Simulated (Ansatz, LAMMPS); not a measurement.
# Glassy 63SiO2-22Al2O3-15ZnO (mol %) (89 atoms) under strain, part 4 of 4

How stiff is glassy 63SiO2-22Al2O3-15ZnO (mol %) (89 atoms), and how do its levels respond to strain?

Ansatz 0.2.0; Kohn-Sham DFT, RPBE, PAW (set soft_1), plane waves.

The cell: 17 Si, 12 Al, 4 Zn and 56 O. The quench rate of 20 K/ps is many orders above laboratory rates. The starting topology of bonds comes from the classical model. Only the Γ point is sampled.

So far. Step 9 (Volume -10 %): The relaxation converged after 15 steps, 4.65 eV below its start, with a largest force component of 0.050 eV/Å. Step 9 (Volume -10 %): Volume -10 %: the energy stands 2.22 eV above that of the reference, at a pressure of 5.06 GPa.

## Step 10: Stretched by 1 % along x

The relaxed cell is strained along x alone, which gives the stiffness along x and its coupling to y and z.

File input.yaml:

```yaml
crystal:
  lattice:
    - [11.19211, -0.50694, 0.29949]
    - [-0.51201, 10.91955, -0.32099]
    - [0.30248, -0.32099, 10.62783]
  atoms:
    [... the 89 atom lines of step 4 ...]
kpoints:
  mp_grid: { grid: [1, 1, 1] }
hamiltonian:
  xc: rpbe
  pseudopotentials: { kind: paw, azcp: { folder: soft_1 } }
scf:
  occupations: { method: fixed }
output:
  forces: true
  eigenvalues: true
  stress: true
relax:
  f_tol: 0.05
  max_steps: 70
```

Run with:

```console
$ ansatz run input.yaml --threads 4 --pin off --max-ram 8192MiB --backend cpu --events-out ev --progress --plain --runs-dir out
```

Numbers of over 12 decimals in the logs are rounded to 6 here.

The log of the run:

```text
[...]
Crystal: 89 atoms, lattice volume = 1294.054 Å³
Basis set: ecut = 420 eV, 25309 PW (Γ), exchange–correlation on 150×150×144 points (8 copies of the dense FFT grid, shifted against one another)
Bands: 333, of which v1, the nominal top of the filled ones, is band 244 counted from 1 (243 counted from 0)
Symmetry: 1 space group operations
[...]
k-points: 1
[...]
SCF iter   1: F=—  HF=-62661.423702 eV  |F-HF|=—  |Δ(HF+E_count)|=         —  Δρ=1.19e-1  dr2=1.76e2  ethr=3.10e-3  ⟨swp⟩=4.0  Hψ=1210  notcnv=0  defer=86
[...]
SCF iter   9: F=—  HF=-62612.722215 eV  |F-HF|=—  |Δ(HF+E_count)|=   2.36e-4  Δρ=1.12e-4  dr2=1.07e-4  ethr=1.54e-7  ⟨swp⟩=2.0  Hψ=493  notcnv=0  defer=87
SCF iter  10: F=-62612.722174 eV  HF=-62612.722182 eV  |F-HF|=7.79e-6  |Δ(HF+E_count)|=   3.33e-5  Δρ=2.97e-5  dr2=9.01e-6  ethr=1.28e-8  ⟨swp⟩=15.0  Hψ=2433  notcnv=0
SCF 1 converged in 10 iterations: F = -62612.722174 eV  dr2 = 9.01e-6
[...]
relax step   1: F+E_penalty+E_count = -62612.72217421 eV  Δ(F+E_penalty+E_count) = +0.000e0 eV  max|allowed force component| = 3.418e-1 eV/Å  Δτ_max = 0.0000 Å  (10 SCF iters, dr2 threshold 6.25e-5 eV, accepted)
[...]
relax step   2: F+E_penalty+E_count = -62612.75936274 eV  Δ(F+E_penalty+E_count) = -3.719e-2 eV  max|allowed force component| = 2.254e-1 eV/Å  Δτ_max = 0.0180 Å  (6 SCF iters, dr2 threshold 7.30e-6 eV, accepted)
[...]
relax step   3: F+E_penalty+E_count = -62612.78411847 eV  Δ(F+E_penalty+E_count) = -2.476e-2 eV  max|allowed force component| = 6.105e-2 eV/Å  Δτ_max = 0.0281 Å  (6 SCF iters, dr2 threshold 3.17e-6 eV, accepted)
relax step   4: F+E_penalty+E_count = -62612.78576993 eV  Δ(F+E_penalty+E_count) = -1.651e-3 eV  max|allowed force component| = 9.885e-2 eV/Å  Δτ_max = 0.0230 Å  (8 SCF iters, accepted)
[...]
relax step   5: F+E_penalty+E_count = -62612.78765164 eV  Δ(F+E_penalty+E_count) = -1.882e-3 eV  max|allowed force component| = 1.850e-2 eV/Å  Δτ_max = 0.0111 Å  (7 SCF iters, accepted)
SCF converged after 7 iterations
Free energy (F): -62612.787652 eV
[...]
Internal energy: -62612.787652 eV  (E = F + TS)
E sigma→0 (E₀):  -62612.787652 eV
Fermi energy:    3.054012 eV
[...]
Σ components = -62612.787652   (vs F -62612.787652, Δ=0.00e0)
--- Forces (eV/Å), atoms counted from 1 ---
  atom   1  Si    -0.00294781     0.01113070     0.01122098
  atom   2  Si    -0.01466812    -0.00405078     0.00790502
  atom   3  Si     0.00699891     0.00074579    -0.00012638
  atom   4  Si     0.00192190    -0.00400815    -0.00693728
[...]
atom  89  O     -0.00020936     0.00225928    -0.00619252
  max |Σ_I F_I| component: 9.84e-5 eV/Å
--- Stress (GPa, compression-positive) ---
       -1.039900      -0.100363       0.107509
       -0.100362      -0.396655      -0.019836
        0.107511      -0.019847      -0.370363
  P = ⅓ Tr σ = -0.6023 GPa (-6.023 kbar)
--- Band table (eV) ---
[...]
--- Relaxed structure (5 steps of the walk, 5 accepted, 0 SCFs on fresh bases) ---
  F+E_penalty+E_count = -62612.78765164 eV   max|allowed force component| = 1.850e-2 eV/Å
  atoms:
    - { symbol: Si, position: [0.124603, 0.762495, 0.881193] }
    - { symbol: Si, position: [0.933912, 0.431953, 0.875322] }
    - { symbol: Si, position: [0.357407, 0.903682, 0.423865] }
    - { symbol: Si, position: [0.854612, 0.637313, 0.390322] }
[...]
- { symbol: O, position: [0.175664, 0.819369, 0.747649] }
```

It took 86 s on 4 threads of Arm Neoverse V1, shared host; peak memory 1.6 GiB; 5.4 min of CPU time.

The relaxation converged after 5 steps, 0.0655 eV below its start, with a largest force component of 0.019 eV/Å.

Stretched by 1 % along x: the energy stands 0.0387 eV above that of the reference, at a pressure of -0.602 GPa.

## Step 11: Compressed by 1 % along x

The relaxed cell is strained along x alone, which gives the stiffness along x and its coupling to y and z.

input.yaml, the sections that differ from step 10:

```yaml
crystal:
  lattice:
    - [10.97049, -0.50694, 0.29949]
    - [-0.50187, 10.91955, -0.32099]
    - [0.2965, -0.32099, 10.62783]
  atoms:
    [... the 89 atom lines of step 4 ...]
# kpoints, hamiltonian, scf, output, relax: as in step 10
```

The log of the run:

```text
[...]
Crystal: 89 atoms, lattice volume = 1268.430 Å³
Basis set: ecut = 420 eV, 24833 PW (Γ), exchange–correlation on 150×150×144 points (8 copies of the dense FFT grid, shifted against one another)
Bands: 333, of which v1, the nominal top of the filled ones, is band 244 counted from 1 (243 counted from 0)
Symmetry: 1 space group operations
[...]
k-points: 1
[...]
SCF iter   1: F=—  HF=-62662.612026 eV  |F-HF|=—  |Δ(HF+E_count)|=         —  Δρ=1.22e-1  dr2=1.79e2  ethr=3.10e-3  ⟨swp⟩=5.0  Hψ=1212  notcnv=0  defer=87
[...]
SCF iter   9: F=—  HF=-62612.717775 eV  |F-HF|=—  |Δ(HF+E_count)|=   2.44e-4  Δρ=1.12e-4  dr2=1.06e-4  ethr=1.53e-7  ⟨swp⟩=2.0  Hψ=493  notcnv=0  defer=87
SCF iter  10: F=-62612.717730 eV  HF=-62612.717739 eV  |F-HF|=8.48e-6  |Δ(HF+E_count)|=   3.58e-5  Δρ=2.97e-5  dr2=8.69e-6  ethr=1.28e-8  ⟨swp⟩=17.0  Hψ=2510  notcnv=0
SCF 1 converged in 10 iterations: F = -62612.717730 eV  dr2 = 8.69e-6
[...]
relax step   1: F+E_penalty+E_count = -62612.71773042 eV  Δ(F+E_penalty+E_count) = +0.000e0 eV  max|allowed force component| = 3.948e-1 eV/Å  Δτ_max = 0.0000 Å  (10 SCF iters, dr2 threshold 6.25e-5 eV, accepted)
[...]
relax step   2: F+E_penalty+E_count = -62612.75590717 eV  Δ(F+E_penalty+E_count) = -3.818e-2 eV  max|allowed force component| = 2.521e-1 eV/Å  Δτ_max = 0.0163 Å  (5 SCF iters, dr2 threshold 9.74e-6 eV, accepted)
[...]
relax step   3: F+E_penalty+E_count = -62612.78186051 eV  Δ(F+E_penalty+E_count) = -2.595e-2 eV  max|allowed force component| = 5.157e-2 eV/Å  Δτ_max = 0.0255 Å  (6 SCF iters, dr2 threshold 3.97e-6 eV, accepted)
relax step   4: F+E_penalty+E_count = -62612.76607088 eV  Δ(F+E_penalty+E_count) = +1.579e-2 eV  max|allowed force component| = 1.670e-1 eV/Å  Δτ_max = 0.1037 Å  (9 SCF iters, rejected (line search))
[...]
relax step   5: F+E_penalty+E_count = -62612.78597864 eV  Δ(F+E_penalty+E_count) = -4.118e-3 eV  max|allowed force component| = 3.412e-2 eV/Å  Δτ_max = 0.0400 Å  (9 SCF iters, accepted)
SCF converged after 9 iterations
Free energy (F): -62612.785979 eV
[...]
Internal energy: -62612.785979 eV  (E = F + TS)
E sigma→0 (E₀):  -62612.785979 eV
Fermi energy:    3.251116 eV
[...]
Σ components = -62612.785979   (vs F -62612.785979, Δ=0.00e0)
--- Forces (eV/Å), atoms counted from 1 ---
  atom   1  Si     0.00574069    -0.00713438     0.00349917
  atom   2  Si    -0.00578635     0.00879530     0.01018930
  atom   3  Si     0.00554220     0.00906915     0.00507288
  atom   4  Si    -0.00488210    -0.00053998     0.00967052
[...]
atom  89  O     -0.00434036    -0.00047484     0.00044073
  max |Σ_I F_I| component: 3.65e-5 eV/Å
--- Stress (GPa, compression-positive) ---
        1.048904       0.072451      -0.129126
        0.072452       0.426043       0.020126
       -0.129123       0.020118       0.449058
  P = ⅓ Tr σ = 0.6413 GPa (6.413 kbar)
--- Band table (eV) ---
[...]
--- Relaxed structure (5 steps of the walk, 4 accepted, 0 SCFs on fresh bases) ---
  F+E_penalty+E_count = -62612.78597864 eV   max|allowed force component| = 3.412e-2 eV/Å
  atoms:
    - { symbol: Si, position: [0.123124, 0.762841, 0.881995] }
    - { symbol: Si, position: [0.933846, 0.432288, 0.874180] }
    - { symbol: Si, position: [0.355984, 0.903373, 0.423793] }
    - { symbol: Si, position: [0.857020, 0.636947, 0.391153] }
[...]
- { symbol: O, position: [0.169260, 0.819159, 0.746723] }
```

Run time: 85 s. Hardware: 4 threads; peak memory 1.6 GiB; 5.4 min of CPU time.

The relaxation converged after 5 steps, 0.0682 eV below its start, with a largest force component of 0.034 eV/Å.

Compressed by 1 % along x: the energy stands 0.0404 eV above that of the reference, at a pressure of 0.641 GPa.

## Step 12: Sheared by 2 % in xy

A shear of the relaxed cell gives the modulus that volume changes can't reach.

input.yaml, the sections that differ from step 11:

```yaml
crystal:
  lattice:
    - [11.07623, -0.39613, 0.29949]
    - [-0.39774, 10.91448, -0.32099]
    - [0.29628, -0.318, 10.62783]
  atoms:
    [... the 89 atom lines of step 4 ...]
# kpoints, hamiltonian, scf, output, relax: as in step 11
```

The log of the run:

```text
[...]
Crystal: 89 atoms, lattice volume = 1281.114 Å³
Basis set: ecut = 420 eV, 25035 PW (Γ), exchange–correlation on 150×150×144 points (8 copies of the dense FFT grid, shifted against one another)
Bands: 333, of which v1, the nominal top of the filled ones, is band 244 counted from 1 (243 counted from 0)
Symmetry: 1 space group operations
[...]
k-points: 1
[...]
SCF iter   1: F=—  HF=-62661.980541 eV  |F-HF|=—  |Δ(HF+E_count)|=         —  Δρ=1.20e-1  dr2=1.77e2  ethr=3.10e-3  ⟨swp⟩=4.0  Hψ=1210  notcnv=0  defer=87
[...]
SCF iter   9: F=—  HF=-62612.656860 eV  |F-HF|=—  |Δ(HF+E_count)|=   2.39e-4  Δρ=1.11e-4  dr2=1.04e-4  ethr=1.58e-7  ⟨swp⟩=2.0  Hψ=493  notcnv=0  defer=87
SCF iter  10: F=-62612.656819 eV  HF=-62612.656827 eV  |F-HF|=7.90e-6  |Δ(HF+E_count)|=   3.28e-5  Δρ=2.99e-5  dr2=8.85e-6  ethr=1.28e-8  ⟨swp⟩=17.0  Hψ=2434  notcnv=0
SCF 1 converged in 10 iterations: F = -62612.656819 eV  dr2 = 8.85e-6
[...]
relax step   1: F+E_penalty+E_count = -62612.65681899 eV  Δ(F+E_penalty+E_count) = +0.000e0 eV  max|allowed force component| = 5.259e-1 eV/Å  Δτ_max = 0.0000 Å  (10 SCF iters, dr2 threshold 6.25e-5 eV, accepted)
[...]
relax step   2: F+E_penalty+E_count = -62612.72270241 eV  Δ(F+E_penalty+E_count) = -6.588e-2 eV  max|allowed force component| = 3.068e-1 eV/Å  Δτ_max = 0.0151 Å  (6 SCF iters, dr2 threshold 1.73e-5 eV, accepted)
[...]
relax step   3: F+E_penalty+E_count = -62612.76434972 eV  Δ(F+E_penalty+E_count) = -4.165e-2 eV  max|allowed force component| = 6.369e-2 eV/Å  Δτ_max = 0.0251 Å  (6 SCF iters, dr2 threshold 5.88e-6 eV, accepted)
relax step   4: F+E_penalty+E_count = -62612.69290844 eV  Δ(F+E_penalty+E_count) = +7.144e-2 eV  max|allowed force component| = 4.151e-1 eV/Å  Δτ_max = 0.1274 Å  (10 SCF iters, rejected (line search))
[...]
relax step   5: F+E_penalty+E_count = -62612.77146417 eV  Δ(F+E_penalty+E_count) = -7.114e-3 eV  max|allowed force component| = 3.243e-2 eV/Å  Δτ_max = 0.0368 Å  (9 SCF iters, accepted)
SCF converged after 9 iterations
Free energy (F): -62612.771464 eV
[...]
Internal energy: -62612.771464 eV  (E = F + TS)
E sigma→0 (E₀):  -62612.771464 eV
Fermi energy:    3.162320 eV
[...]
Σ components = -62612.771464   (vs F -62612.771464, Δ=0.00e0)
--- Forces (eV/Å), atoms counted from 1 ---
  atom   1  Si     0.01239960    -0.00086898     0.01101773
  atom   2  Si     0.00284733    -0.00928428     0.02294522
  atom   3  Si    -0.00726506    -0.00430200     0.00561786
  atom   4  Si     0.00826073    -0.00856489    -0.00653759
[...]
atom  89  O     -0.00124330    -0.00092860     0.00119515
  max |Σ_I F_I| component: 2.23e-4 eV/Å
--- Stress (GPa, compression-positive) ---
       -0.161227      -0.674034       0.016697
       -0.674032      -0.148976       0.037427
        0.016700       0.037416      -0.079561
  P = ⅓ Tr σ = -0.1299 GPa (-1.299 kbar)
--- Band table (eV) ---
[...]
--- Relaxed structure (5 steps of the walk, 4 accepted, 0 SCFs on fresh bases) ---
  F+E_penalty+E_count = -62612.77146417 eV   max|allowed force component| = 3.243e-2 eV/Å
  atoms:
    - { symbol: Si, position: [0.122438, 0.763710, 0.881172] }
    - { symbol: Si, position: [0.934426, 0.432274, 0.875553] }
    - { symbol: Si, position: [0.358661, 0.901759, 0.424420] }
    - { symbol: Si, position: [0.855495, 0.636416, 0.390045] }
[...]
- { symbol: O, position: [0.172479, 0.823456, 0.749079] }
```

Elapsed: 91 s, on 4 threads; peak memory 1.6 GiB; 5.7 min of CPU time.

The relaxation converged after 5 steps, 0.115 eV below its start, with a largest force component of 0.032 eV/Å.

Sheared by 2 % in xy: the energy stands 0.0549 eV above that of the reference, at a pressure of -0.130 GPa.

## Step 13: Pressure against volume

Atoms are relaxed at each volume, in the scaled cell.

```
volume change (%)  volume (Å³/atom)  energy change (meV/atom)  pressure (GPa)  largest move on relaxing (Å)  bonds  gap (eV)
              -10            12.956                     24.98            5.06                          0.86    133                3.04
               -6            13.532                      9.58            3.64                          0.48    132                2.81
               -3            13.964                      2.34            1.71                          0.42    131                2.72
               +0            14.396                      0.00            0.01                             -    130                2.69
               +3            14.828                      2.48           -1.82                          0.10    130                2.58
               +6            15.260                      9.64           -3.54                          0.17    130                2.46
```

## Step 14: Uniaxial strain and shear

Stress (GPa, compression positive) less that of the relaxed cell, atoms relaxed:

```
                   strain      xx      yy      zz      xy  energy change (meV/atom)
 stretched by 1 % along x  -1.051  -0.394  -0.400  -0.101                      0.43
compressed by 1 % along x   1.038   0.429   0.419   0.072                      0.45
     sheared by 2 % in xy  -0.172  -0.146  -0.109  -0.674                      0.62
```

## Step 15: What came out

The bulk modulus, from the slope of pressure against ln V over the three points nearest the relaxed volume, is 58.9 GPa; between neighbouring points the slope runs 33, 61, 56, 62 and 60 GPa from the smallest volume up, without a steady fall, so no pressure derivative is given, and the cell yields more easily when compressed beyond -6 %. The count of bonds runs from 130 to 133 over the series, so at some points contacts cross the cutoffs. At -10 % some atom moved by over 0.5 Å on relaxing, so that point may sit in another local minimum. The gap goes from 3.04 eV at the smallest volume to 2.46 eV at the largest, -3.2 eV per unit of ln V by a straight line, on the run's k-points. In the Cartesian axes of the cell, finite differences give C11 = 104, C12 = 41.1, C13 = 41.0 and C66 = 33.7 GPa (the shear of 2 % is the engineering strain, εxy = 0.01). The mean of C11, C12 and C13, which equals the bulk modulus in a cubic or isotropic solid, is 62.2 GPa: it agrees with the bulk modulus within 10 %. For an isotropic solid C66 would equal (C11 − C12)/2 = 31.7 GPa; so small a sample needn't be isotropic, and C66 rests on one shear. With the bulk modulus and C66 as K and G, Young's modulus would be about 85 GPa and Poisson's ratio 0.26.

Caveats: Strains are finite and relaxations stop at the force tolerance of the input, which can leave moduli too stiff; they are those of a static cell at zero temperature. Volumes are changed with the cell's shape held, so in an anisotropic solid the modulus lies over the one under free hydrostatic load. The program notes that the SCF threshold of the relaxations is loose for the stress.

The DFT runs together took 27 min of wall time.

[Logs are printed without paths, hosts, clocks, repeated set-up lines and the standing remarks that a program may print on its own settings, such as how far it seeks lower states.]

[Hosts, paths, dates, database ids (printed as entryN), source tags and the programs' standing remarks are cut or masked in the printed files.]
